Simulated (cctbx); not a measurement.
## Symmetry from intensities

Cell: a = 7.7770 Å, b = 14.1000 Å, c = 6.8000 Å, α = 90.00°, β = 90.00°, γ = 90.00°. Expected content of the cell: Br16 Sc4 Li8.

Simulated single-crystal data (cctbx): Cu Kα, λ = 1.54184 Å, to d = 0.8 Å, 95 % of the full sphere, strongest reflection 70000 counts, noise from counting, a 6 % proportional error and a noise floor of 15 counts (s.d.); no absorption.

A first pass over the reflections prints:

```text
5837 reflections to d = 0.800 A
centring   violations  <I/sigma> of those
    A       2027 of  2933      8.7
    B       2000 of  2900      8.6
    C       1831 of  2961      7.8
    I       1929 of  2933      8.4
    R       2630 of  3874      8.6
    F       2929 of  4397      8.4
Laue class    unique    Rint  (classes that these axes allow; Friedel mates merged)
P -1             3050   0.040
P 1 2/m 1        1603   0.046
P 1 1 2/m        1667   0.047
P 2/m 1 1        1652   0.046
P m m m           932   0.050
space group    extra absences  I>4sigma  <I/sigma>
P 2 2 2                 0          0         -  acentric
P 21 2 2               10          0       0.0  acentric
P 2 21 2               18          0       0.3  acentric
P 21 21 2              28          0       0.2  acentric
P m m 2                 0          0         -  acentric
P 2 m m                 0          0         -  acentric
P m 2 m                 0          0         -  acentric
P 21 m n              261          0      -0.0  acentric
P m 21 n              261          0      -0.0  acentric
P m m m                 0          0         -  centric
P m m n :1            261          0      -0.0  centric
P m m n :2            261          0      -0.0  centric
Wilson B = 1.53 A^2   <|E^2-1|> = 1.060 (0.968 centric, 0.736 acentric)   E^2>4: 5.3 %
shell (A)         n   <I/sigma>
14.10 - 1.60    138     18.9
 1.60 - 1.27    123     21.8
 1.27 - 1.11    112     21.0
 1.11 - 1.01    112     18.8
 1.01 - 0.94    117     19.5
 0.94 - 0.88    105     20.9
 0.88 - 0.84    112     15.5
 0.84 - 0.80    113     19.8
```

Q: Read the symmetry from these tables.

Every centring test has many violations, so the lattice is primitive.

Rint stays low (0.040 to 0.050) up to P m m m, the highest class in these axes.

12 settings pass the absence test. The most absences obeyed, 261, belong to P 21 m n, P m 21 n and P m m n, which absences can't tell apart.

⟨|E²−1|⟩ = 1.060 leans to a centrosymmetric structure. The Wilson B of 1.53 Å² means U ≈ 0.0194 Å².

The true group is Pmmn (no. 59, origin choice 1), Laue class mmm, centrosymmetric. The tables only narrow the choice to the tied entries; cell content, site symmetry and trial solutions must settle it.

This is a model crystal, built by substitution and not relaxed, with assumed displacement parameters.

[Logs are printed without paths, hosts, clocks, repeated set-up lines and the standing remarks that a program may print on its own settings, such as how far it seeks lower states.]
